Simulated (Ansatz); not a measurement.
# Rh(111) with 4 thermally displaced layers, 2x2: scattering by thermal displacements, part 2 of 2

Wanted: the phonon-limited resistivity of Rh at 500 K by the Landauer route.

Ansatz 0.2.0; Ansatz plane-wave DFT, PBE, PAW files; ballistic transport by layer matching (Landauer), zero bias; PAW set soft_1.

So far. Step 2 (With 4 displaced layers): Over the solved energies the transmission per spin lies between 6.06 and 6.28, out of 6.97 channels of the lead on average (up to 7.1).

### Step 3. With 8 displaced layers

Each atom of 8 layers is moved at random, by amounts drawn from a normal law 0.0561 Å wide in each direction from the Debye model (480 K) at 500 K. A fresh draw is used; the growth of the resistance with length is what counts.

System of this step: Rh(111) with 8 thermally displaced layers, 2x2. The cell holds 56 atoms: 56 Rh. Cell: a = 5.378 Å, b = 5.378 Å, c = 30.779 Å, α = 87.5°, β = 92.5°, γ = 120.0°. It derives from Rh. Regions: lead, 24 atoms (24 Rh); scattering region, 32 atoms (32 Rh). The structure is stacked along c, and the current runs across the ab planes.

Input file input.yaml:

```yaml
crystal:
  lattice:
    - [5.3783955991, 0.0, 0.0]
    - [-2.6891977995, 4.6578272204, 0.0]
    - [-1.3445988998, 0.7763045367, 30.7400913226]
  atoms:
    - { symbol: Rh, position: [0.005952381, 0.994047619, 0.0357142857] }
    - { symbol: Rh, position: [0.005952381, 0.494047619, 0.0357142857] }
    - { symbol: Rh, position: [0.505952381, 0.994047619, 0.0357142857] }
    - { symbol: Rh, position: [0.505952381, 0.494047619, 0.0357142857] }
    - { symbol: Rh, position: [0.1845238095, 0.3154761905, 0.1071428571] }
    - { symbol: Rh, position: [0.1845238095, 0.8154761905, 0.1071428571] }
    - { symbol: Rh, position: [0.6845238095, 0.3154761905, 0.1071428571] }
    - { symbol: Rh, position: [0.6845238095, 0.8154761905, 0.1071428571] }
    - { symbol: Rh, position: [0.3630952381, 0.1369047619, 0.1785714286] }
    - { symbol: Rh, position: [0.3630952381, 0.6369047619, 0.1785714286] }
    - { symbol: Rh, position: [0.8630952381, 0.1369047619, 0.1785714286] }
    - { symbol: Rh, position: [0.8630952381, 0.6369047619, 0.1785714286] }
    - { symbol: Rh, position: [0.0684855017, 0.9740630337, 0.250652169] }
    - { symbol: Rh, position: [0.0292368173, 0.4580800278, 0.2511979744] }
    - { symbol: Rh, position: [0.5307391925, 0.9629612286, 0.2507844407] }
    - { symbol: Rh, position: [0.5415946611, 0.4442737122, 0.2487924859] }
    - { symbol: Rh, position: [0.2091708897, 0.2651444292, 0.324602673] }
    - { symbol: Rh, position: [0.216968099, 0.7838024793, 0.3209567129] }
    - { symbol: Rh, position: [0.7448971065, 0.2954709852, 0.3225843508] }
    - { symbol: Rh, position: [0.6977768635, 0.7801805749, 0.3226762025] }
    - { symbol: Rh, position: [0.4061140663, 0.0931945871, 0.3961820572] }
    - { symbol: Rh, position: [0.3813383558, 0.592939003, 0.3945634775] }
    - { symbol: Rh, position: [0.9114363615, 0.1252488677, 0.3932011639] }
    - { symbol: Rh, position: [0.8895998983, 0.5969751712, 0.3908659548] }
    - { symbol: Rh, position: [0.06802775, 0.9300346235, 0.4653462601] }
    - { symbol: Rh, position: [0.0868528219, 0.4130172549, 0.4673680977] }
    - { symbol: Rh, position: [0.5837325461, 0.9417119944, 0.463495941] }
    - { symbol: Rh, position: [0.5715277553, 0.4253136175, 0.466167971] }
    - { symbol: Rh, position: [0.2536978827, 0.2374037509, 0.5332667485] }
    - { symbol: Rh, position: [0.2446626441, 0.7498006437, 0.5375203727] }
    - { symbol: Rh, position: [0.7480347948, 0.2308430226, 0.5373074648] }
    - { symbol: Rh, position: [0.7384929257, 0.735270936, 0.5368475559] }
    - { symbol: Rh, position: [0.413204684, 0.0703063181, 0.6060814445] }
    - { symbol: Rh, position: [0.4352692078, 0.5645030107, 0.6075116875] }
    - { symbol: Rh, position: [0.9376294662, 0.0559106152, 0.6097359493] }
    - { symbol: Rh, position: [0.9475319381, 0.5752833628, 0.60926857] }
    - { symbol: Rh, position: [0.1264155393, 0.8970473956, 0.6787093763] }
    - { symbol: Rh, position: [0.0971668257, 0.3855123947, 0.6771671727] }
    - { symbol: Rh, position: [0.5996395397, 0.8901903474, 0.6775339058] }
    - { symbol: Rh, position: [0.5961554082, 0.3742617863, 0.679061252] }
    - { symbol: Rh, position: [0.3033668409, 0.2242645246, 0.7499746077] }
    - { symbol: Rh, position: [0.3113268652, 0.724871634, 0.7520988904] }
    - { symbol: Rh, position: [0.7744987829, 0.2230276394, 0.7506197587] }
    - { symbol: Rh, position: [0.7984384199, 0.7126877817, 0.7506984779] }
    - { symbol: Rh, position: [0.4702380952, 0.0297619048, 0.8214285714] }
    - { symbol: Rh, position: [0.4702380952, 0.5297619048, 0.8214285714] }
    - { symbol: Rh, position: [0.9702380952, 0.0297619048, 0.8214285714] }
    - { symbol: Rh, position: [0.9702380952, 0.5297619048, 0.8214285714] }
    - { symbol: Rh, position: [0.1488095238, 0.8511904762, 0.8928571429] }
    - { symbol: Rh, position: [0.1488095238, 0.3511904762, 0.8928571429] }
    - { symbol: Rh, position: [0.6488095238, 0.8511904762, 0.8928571429] }
    - { symbol: Rh, position: [0.6488095238, 0.3511904762, 0.8928571429] }
    - { symbol: Rh, position: [0.3273809524, 0.1726190476, 0.9642857143] }
    - { symbol: Rh, position: [0.3273809524, 0.6726190476, 0.9642857143] }
    - { symbol: Rh, position: [0.8273809524, 0.1726190476, 0.9642857143] }
    - { symbol: Rh, position: [0.8273809524, 0.6726190476, 0.9642857143] }
kpoints:
  mp_grid: { grid: [5, 5, 1] }
hamiltonian:
  xc: pbe
  pseudopotentials: { kind: paw, azcp: { folder: soft_1 } }
scf:
  occupations: { method: fermi_dirac, width: 0.1 }
output:
  transmission:
    leads: [[0, 4]]
    kmesh: [10, 10]
    e_range: [-0.05, 0.05]
    de: 0.05
  write_potential: true
  write_density: true
  volumetric_format: npy
```

Command:

```bash
$ ansatz run input.yaml --threads 4 --pin off --max-ram 15360MiB --backend cpu --events-out ev --progress --plain --runs-dir out
```

Numbers of over 12 decimals in the logs are rounded to 6 here.

Output:

```text
[...]
Crystal: 56 atoms, lattice volume = 770.090 Å³
Basis set: ecut = 420 eV, 14937 PW (Γ)
Bands: 572, of which v1, the nominal top of the filled ones, is band 476 counted from 1 (475 counted from 0)
Symmetry: 1 space group operations
[...]
k-points: 13 of 25 (time reversal used)
[...]
SCF iter   1: F=—  HF=-358589.485858 eV  |F-HF|=—  |Δ(HF+E_count)|=         —  Δρ=1.10e-1  dr2=8.59e1  ethr=3.10e-3  ⟨swp⟩=4.5  Hψ=21037  notcnv=0  defer=84
[...]
SCF iter   9: F=-358563.691391 eV  HF=-358563.691391 eV  |F-HF|=4.89e-8  |Δ(HF+E_count)|=   1.08e-8  Δρ=2.36e-6  dr2=6.48e-8  ethr=1.05e-11  ⟨swp⟩=6.9  Hψ=19826  notcnv=0
SCF 1 converged in 9 iterations: F = -358563.691391 eV  dr2 = 6.48e-8
[...]
transmission: 292 of 2912 steps passed
transmission: 584 of 2912 steps passed
[...]
transmission: 2912 of 2912 steps passed
SCF converged after 9 iterations
Free energy (F): -358563.691391 eV
[...]
Internal energy: -358561.160863 eV  (E = F + TS)
E sigma→0 (E₀):  -358562.426127 eV
Entropy (-TS):   -2.530528 eV (-45.188 meV/atom)
Fermi energy:    22.424511 eV
[...]
--- Band table (eV; the first three rows and the last of 13) ---
  k-point 0: bands = [... 472 lower, 22.9699, 22.9717, 22.9755, 22.9798, 22.9863, 22.9928, 23.0016, 23.0025, ... 92 higher]
  k-point 1: bands = [... 472 lower, 22.6243, 22.6397, 22.6576, 22.6623, 22.6754, 22.6883, 22.7036, 22.7185, ... 92 higher]
  k-point 2: bands = [... 472 lower, 21.9132, 21.9192, 21.9697, 22.0160, 22.0546, 22.0983, 22.1301, 22.1611, ... 92 higher]
  k-point 12: bands = [... 472 lower, 22.3808, 22.3866, 22.3978, 22.4178, 22.4395, 22.4605, 22.4760, 22.4859, ... 92 higher]
--- Transmission ---
  basis      : 211 plane waves across, 56 finite elements along
  points     : 52, standing for a mesh of 10 x 10
[...]
channels       : 7.200000e0 a spin
[...]
junction   : crystal 0 to crystal 0, 0.70 to 29.24 Å
    transmission   : 5.441918e0 a spin
[...]
```

The job ended after 11 min (4 threads of Arm Neoverse V2, shared host; peak memory 8.6 GiB).

Numbers from this step:

| Property | Result |
| --- | --- |
| free energy | -358563.6914 eV |
| energy at zero smearing | -358562.4261 eV |
| Fermi energy | 22.42 eV |
| transmission per spin nearest the Fermi level | 5.442 |
| open channels per spin nearest the Fermi level | 7.2 |
| step of the lead's potential | 3.8 meV |

Per spin. Transmission, zone mean against energy, zero at the Fermi level:

```csv
energy (eV),"transmission, zone mean"
-0.0500,5.25
0.0000,5.44
0.0500,5.44
```

Over the solved energies the transmission per spin lies between 5.25 and 5.44, out of 7 channels of the lead on average (up to 7.2).

### Step 4. With 12 displaced layers

Each atom of 12 layers is moved at random, by amounts drawn from a normal law 0.0561 Å wide in each direction from the Debye model (480 K) at 500 K. A fresh draw is used; the growth of the resistance with length is what counts.

System of this step: Rh(111) with 12 thermally displaced layers, 2x2. The cell holds 72 atoms: 72 Rh. Its edges and angles: a = 5.378 Å, b = 5.378 Å, c = 39.523 Å, α = 90.0°, β = 90.0°, γ = 120.0°. It derives from Rh. Regions: lead, 24 atoms (24 Rh); scattering region, 48 atoms (48 Rh). The structure is stacked along c, and the current runs across the ab planes.

Input file input.yaml:

```yaml
crystal:
  lattice:
    - [5.3783955991, 0.0, 0.0]
    - [-2.6891977995, 4.6578272204, 0.0]
    - [0.0, 0.0, 39.5229745576]
  atoms:
    - { symbol: Rh, position: [0.0, 0.0, 0.0277777778] }
    - { symbol: Rh, position: [0.0, 0.5, 0.0277777778] }
    - { symbol: Rh, position: [0.5, 0.0, 0.0277777778] }
    - { symbol: Rh, position: [0.5, 0.5, 0.0277777778] }
    - { symbol: Rh, position: [0.1666666667, 0.3333333333, 0.0833333333] }
    - { symbol: Rh, position: [0.1666666667, 0.8333333333, 0.0833333333] }
    - { symbol: Rh, position: [0.6666666667, 0.3333333333, 0.0833333333] }
    - { symbol: Rh, position: [0.6666666667, 0.8333333333, 0.0833333333] }
    - { symbol: Rh, position: [0.3333333333, 0.1666666667, 0.1388888889] }
    - { symbol: Rh, position: [0.3333333333, 0.6666666667, 0.1388888889] }
    - { symbol: Rh, position: [0.8333333333, 0.1666666667, 0.1388888889] }
    - { symbol: Rh, position: [0.8333333333, 0.6666666667, 0.1388888889] }
    - { symbol: Rh, position: [0.0011701925, 0.9956774431, 0.1917453869] }
    - { symbol: Rh, position: [0.9940241711, 0.4903202903, 0.1959775582] }
    - { symbol: Rh, position: [0.4974908487, 0.0010053318, 0.193238569] }
    - { symbol: Rh, position: [0.4946047896, 0.4998611021, 0.1923361995] }
    - { symbol: Rh, position: [0.1691640559, 0.3320558567, 0.2483170664] }
    - { symbol: Rh, position: [0.1447427037, 0.8395122545, 0.2495776286] }
    - { symbol: Rh, position: [0.659716652, 0.3304892153, 0.2525781878] }
    - { symbol: Rh, position: [0.6666688432, 0.8343765287, 0.2478893455] }
    - { symbol: Rh, position: [0.3560398434, 0.1777163935, 0.3070698935] }
    - { symbol: Rh, position: [0.3393504032, 0.6777063589, 0.3060820534] }
    - { symbol: Rh, position: [0.8388123936, 0.1648337374, 0.3034636148] }
    - { symbol: Rh, position: [0.8324124206, 0.6433630641, 0.305215005] }
    - { symbol: Rh, position: [0.9915870224, 0.9874403591, 0.3619813382] }
    - { symbol: Rh, position: [0.995279871, 0.4947385952, 0.3618489407] }
    - { symbol: Rh, position: [0.5033933696, 0.0167281202, 0.3616099436] }
    - { symbol: Rh, position: [0.4833449002, 0.476584329, 0.3592549713] }
    - { symbol: Rh, position: [0.177697522, 0.3327238855, 0.4162648174] }
    - { symbol: Rh, position: [0.1760819162, 0.8178858027, 0.4158354221] }
    - { symbol: Rh, position: [0.6652683696, 0.340394861, 0.4157248879] }
    - { symbol: Rh, position: [0.650602982, 0.8140017861, 0.4177018578] }
    - { symbol: Rh, position: [0.3388727067, 0.1609294439, 0.4724540563] }
    - { symbol: Rh, position: [0.3170099819, 0.6609844054, 0.4741779962] }
    - { symbol: Rh, position: [0.848661378, 0.1944914292, 0.471104932] }
    - { symbol: Rh, position: [0.8382083817, 0.6643121007, 0.4730253073] }
    - { symbol: Rh, position: [0.9965454034, 0.9932412349, 0.526546339] }
    - { symbol: Rh, position: [0.0315128266, 0.4990684981, 0.5249154607] }
    - { symbol: Rh, position: [0.497318106, 0.0081659421, 0.5270680983] }
    - { symbol: Rh, position: [0.5202255416, 0.5120723402, 0.5275615582] }
    - { symbol: Rh, position: [0.1556908443, 0.3212320559, 0.5823398463] }
    - { symbol: Rh, position: [0.1585544209, 0.8478384279, 0.5855910706] }
    - { symbol: Rh, position: [0.6464494488, 0.3191017856, 0.5808232226] }
    - { symbol: Rh, position: [0.6379082091, 0.7959223006, 0.5817120569] }
    - { symbol: Rh, position: [0.3447785363, 0.1625035745, 0.6401018302] }
    - { symbol: Rh, position: [0.3388356758, 0.687871187, 0.6391716459] }
    - { symbol: Rh, position: [0.8447190767, 0.1974066749, 0.6384283546] }
    - { symbol: Rh, position: [0.8218118949, 0.669098361, 0.638833769] }
    - { symbol: Rh, position: [0.0055718714, 0.9889003418, 0.6955866073] }
    - { symbol: Rh, position: [0.0048734834, 0.491958737, 0.6946761424] }
    - { symbol: Rh, position: [0.5054611264, 0.0282516379, 0.6934450345] }
    - { symbol: Rh, position: [0.488856274, 0.487163626, 0.6939531824] }
    - { symbol: Rh, position: [0.1712287977, 0.3425801685, 0.7491335149] }
    - { symbol: Rh, position: [0.1561993414, 0.816273905, 0.7488256391] }
    - { symbol: Rh, position: [0.7016796562, 0.3458735006, 0.7488908975] }
    - { symbol: Rh, position: [0.6468429997, 0.8215839438, 0.7499692134] }
    - { symbol: Rh, position: [0.3292132047, 0.157701992, 0.8037294754] }
    - { symbol: Rh, position: [0.3508885821, 0.6721065208, 0.8050239181] }
    - { symbol: Rh, position: [0.8278431617, 0.1602892895, 0.8013883235] }
    - { symbol: Rh, position: [0.8280931516, 0.6537736114, 0.8041324107] }
    - { symbol: Rh, position: [0.0, 0.0, 0.8611111111] }
    - { symbol: Rh, position: [0.0, 0.5, 0.8611111111] }
    - { symbol: Rh, position: [0.5, 0.0, 0.8611111111] }
    - { symbol: Rh, position: [0.5, 0.5, 0.8611111111] }
    - { symbol: Rh, position: [0.1666666667, 0.3333333333, 0.9166666667] }
    - { symbol: Rh, position: [0.1666666667, 0.8333333333, 0.9166666667] }
    - { symbol: Rh, position: [0.6666666667, 0.3333333333, 0.9166666667] }
    - { symbol: Rh, position: [0.6666666667, 0.8333333333, 0.9166666667] }
    - { symbol: Rh, position: [0.3333333333, 0.1666666667, 0.9722222222] }
    - { symbol: Rh, position: [0.3333333333, 0.6666666667, 0.9722222222] }
    - { symbol: Rh, position: [0.8333333333, 0.1666666667, 0.9722222222] }
    - { symbol: Rh, position: [0.8333333333, 0.6666666667, 0.9722222222] }
kpoints:
  mp_grid: { grid: [5, 5, 1] }
hamiltonian:
  xc: pbe
  pseudopotentials: { kind: paw, azcp: { folder: soft_1 } }
scf:
  occupations: { method: fermi_dirac, width: 0.1 }
output:
  transmission:
    leads: [[0, 4]]
    kmesh: [10, 10]
    e_range: [-0.05, 0.05]
    de: 0.05
  write_potential: true
  write_density: true
  volumetric_format: npy
```

Output:

```text
[...]
Crystal: 72 atoms, lattice volume = 990.115 Å³
Basis set: ecut = 420 eV, 19231 PW (Γ)
Bands: 735, of which v1, the nominal top of the filled ones, is band 612 counted from 1 (611 counted from 0)
Symmetry: 1 space group operations
[...]
k-points: 13 of 25 (time reversal used)
[...]
SCF iter   1: F=—  HF=-461042.668910 eV  |F-HF|=—  |Δ(HF+E_count)|=         —  Δρ=1.09e-1  dr2=1.10e2  ethr=3.10e-3  ⟨swp⟩=4.5  Hψ=26902  notcnv=0  defer=123
[...]
SCF iter  10: F=-461009.695968 eV  HF=-461009.695968 eV  |F-HF|=4.77e-9  |Δ(HF+E_count)|=   6.98e-9  Δρ=5.53e-7  dr2=5.94e-9  ethr=8.17e-12  ⟨swp⟩=7.9  Hψ=24089  notcnv=0
SCF 1 converged in 10 iterations: F = -461009.695968 eV  dr2 = 5.94e-9
[...]
transmission: 366 of 3640 steps passed
transmission: 728 of 3640 steps passed
[...]
transmission: 3640 of 3640 steps passed
SCF converged after 10 iterations
Free energy (F): -461009.695968 eV
[...]
Internal energy: -461006.489506 eV  (E = F + TS)
E sigma→0 (E₀):  -461008.092737 eV
Entropy (-TS):   -3.206462 eV (-44.534 meV/atom)
Fermi energy:    22.429594 eV
[...]
--- Band table (eV; the first three rows and the last of 13) ---
  k-point 0: bands = [... 608 lower, 22.9623, 22.9658, 22.9698, 22.9712, 22.9788, 22.9822, 22.9852, 22.9864, ... 119 higher]
  k-point 1: bands = [... 608 lower, 22.6357, 22.6426, 22.6477, 22.6692, 22.6719, 22.6865, 22.6914, 22.7008, ... 119 higher]
  k-point 2: bands = [... 608 lower, 21.9459, 21.9872, 22.0010, 22.0126, 22.0487, 22.0591, 22.0962, 22.1113, ... 119 higher]
  k-point 12: bands = [... 608 lower, 22.4006, 22.4111, 22.4160, 22.4386, 22.4455, 22.4618, 22.4720, 22.4831, ... 119 higher]
--- Transmission ---
  basis      : 211 plane waves across, 70 finite elements along
  points     : 52, standing for a mesh of 10 x 10
[...]
channels       : 7.200000e0 a spin
[...]
junction   : crystal 0 to crystal 0, 0.70 to 38.03 Å
    transmission   : 4.690272e0 a spin
[...]
```

Wall time 19 min (4 threads); peak memory 7.4 GiB; 72 min of CPU time.

This step gave:

- free energy: -461009.6960 eV
- energy at zero smearing: -461008.0927 eV
- Fermi energy: 22.43 eV
- transmission per spin nearest the Fermi level: 4.690
- step of the lead's potential: 5.9 meV

Per spin. Transmission, zone mean against energy, zero at the Fermi level:

```csv
energy (eV),"transmission, zone mean"
-0.0500,4.50
0.0000,4.69
0.0500,4.77
```

Over the solved energies the transmission per spin lies between 4.50 and 4.77, out of 7 channels of the lead on average (up to 7.2).

### Step 5. Resistance against length

This step: Ansatz plane-wave DFT, PBE, PAW files; ballistic transport by layer matching (Landauer), zero bias; resistivity from the slope of the area resistance; PAW set soft_1 (Ansatz 0.2.0).

Numbers from this step:

```
resistivity           : 9.995 µΩ cm
intercept             : -0.03240 fΩ m²
scatter about the fit : 0.002775 fΩ m²
```

Resistance, by row:

```csv
run,length (Å),T,channels N,RA (fΩ m²)
n4,8.783,6.2,6.967,0.05736
n8,17.57,5.378,7,0.1393
n12,26.35,4.653,7,0.2329
```

Table of area resistance by length of the displaced region:

```csv
length of the displaced region (Å),area resistance (fΩ m²)
8.78,0.0574
17.57,0.139
26.35,0.233
```

The area resistance goes from 0.057 to 0.23 fΩ m² between 8.8 and 26.3 Å, a slope of 10.0 µΩ cm.

By hand from the end points: (0.2329 − 0.05736) fΩ m² / (26.35 − 8.78) Å = 10.0 µΩ cm, since 1 fΩ m² per Å is 1000 µΩ cm.

### Step 6. Summary of results

```json
{"resistivity from the slope": "10.00 µΩ cm", "area resistance over 8.78 Å": "0.0574 fΩ m²", "area resistance over 17.6 Å": "0.139 fΩ m²", "area resistance over 26.3 Å": "0.233 fΩ m²"}
```

In words: The slope gives 10.0 µΩ cm. The points scatter by 0.0028 fΩ m² about the line, with one random draw a length in a 2x2 cell, so the slope is a rough value. The mean square of the displacements drawn is 0.78, 0.99 and 1.2 of the nominal one at the three lengths; with each resistance scaled back by that, the slope is 7.1 µΩ cm, the value used below. Read with a model of isotropic scattering on a spherical Fermi surface and the lead's 2.2×10¹⁵ S/m², this slope means a mean free path near 53 Å; over these lengths the model's slope is 1.08 times its bulk resistivity, which would be 6.5 µΩ cm. Uncorrelated displacements put too much weight on short waves, which scatter strongly; with the sideways repeat of a small cell, one draw and three short lengths, the method is good to a factor of two or three.

[Logs are printed without paths, hosts, clocks, repeated set-up lines and the standing remarks that a program may print on its own settings, such as how far it seeks lower states.]

[Hosts, paths, dates, database ids (printed as entryN), source tags and the programs' standing remarks are cut or masked in the printed files.]
